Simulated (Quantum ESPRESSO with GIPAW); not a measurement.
# SiC (Moissanite): how strain moves the 13C line

GIPAW runs (PBEsol, plane-wave PAW from pslibrary 1.0.0 recipes, cutoffs 55 and 330 Ry, one 10×10×6 mesh for all shielding runs; Quantum ESPRESSO with GIPAW, a patched development version; no spin-orbit coupling, no macroscopic shape term) on SiC (Moissanite), space group P6_3mc before straining. The cell below is strained equally along all axes, and the atoms were let relax in pw.x at each strain but kept their fractional coordinates.

```xyz
4
Lattice="3.0760 0.0000 0.0000 -1.5380 2.6639 0.0000 0.0000 0.0000 5.0480" Properties=species:S:1:pos:R:3 pbc="T T T"
Si    1.5380    0.8880    2.5472
Si    0.0000    1.7759    0.0232
C     1.5380    0.8880    4.4443
C     0.0000    1.7759    1.9203
```

The cell is an entry of the Crystallography Open Database; it need not be the form that is stable at ambient conditions.

The bonds are those of C (atom 3; CSi4). One row is withheld.

```csv
strain (%),mean bond (Å),σ_iso Si (ppm),σ_iso C (ppm),span C (ppm)
-1.5,1.8585,356.18,148.62,11.3
-1.125,1.8655,355.24,147.51,10.8
-0.75,1.8726,354.26,146.35,10.3
0,1.8868,352.20,143.87,9.4
+0.375,1.8938,351.11,142.54,8.9
+0.75,1.9009,?,?,?
+1.5,1.9151,347.62,138.23,7.5
```

**Task.** Fit σ_iso of C against strain, judge whether a straight line is enough, and predict the withheld row at +0.75 %.

1. With n = 6: Σx = -1.500, Σy = 867.12, Σx² = 6.4688, Σxy = -237.844.

2. Slope b = (nΣxy − ΣxΣy)/(nΣx² − (Σx)²) = -3.46 ppm per %, intercept a = (Σy − bΣx)/n = 143.66 ppm.

3. Residuals (run less line), in the order of the table: -0.22, -0.03, +0.10, +0.21, +0.18, -0.24 ppm. They bend in one sense; the largest is 2.3 % of the range of σ, so a quadratic term is needed: σ = 143.87 − 3.462 x − 0.197 x², with residuals of 0.01 ppm or less.

4. At +0.75 % (inside the fitted range) the line gives 141.06 ppm and the parabola 141.16 ppm.

5. The run gives:

```csv
strain (%),mean bond (Å),σ_iso Si (ppm),σ_iso C (ppm),span C (ppm)
+0.75,1.9009,349.98,141.16,8.5
```

Prediction less run: the line misses by -0.10 ppm, the parabola hits it to the digits shown. By the parabola, a strain of +1 % changes σ of C by -3.66 ppm and one of −1 % by +3.27 ppm; the mean slope is -3.46 ppm per %, or 1.8 ppm for 0.01 Å of mean bond length. The shift moves the opposite way, scaled by the slope of a reference line. Over the table σ of Si goes from 356.18 to 347.62 ppm. Zero strain is the database's lattice with relaxed atoms, not this functional's rest cell, and neither cutoff nor mesh was tested for the slopes. The omitted shape term, common to all sites, changes with strain too. This build of gipaw.x prints that it is not audited and that its numbers are no references by themselves.

[Banner, clock, file and message-heading lines were taken out of the pw.x and gipaw.x logs.]

[Logs are printed without paths, hosts, clocks, repeated set-up lines and the standing remarks that a program may print on its own settings, such as how far it seeks lower states.]

[Hosts, paths, dates, database ids (printed as entryN), source tags and the programs' standing remarks are cut or masked in the printed files.]
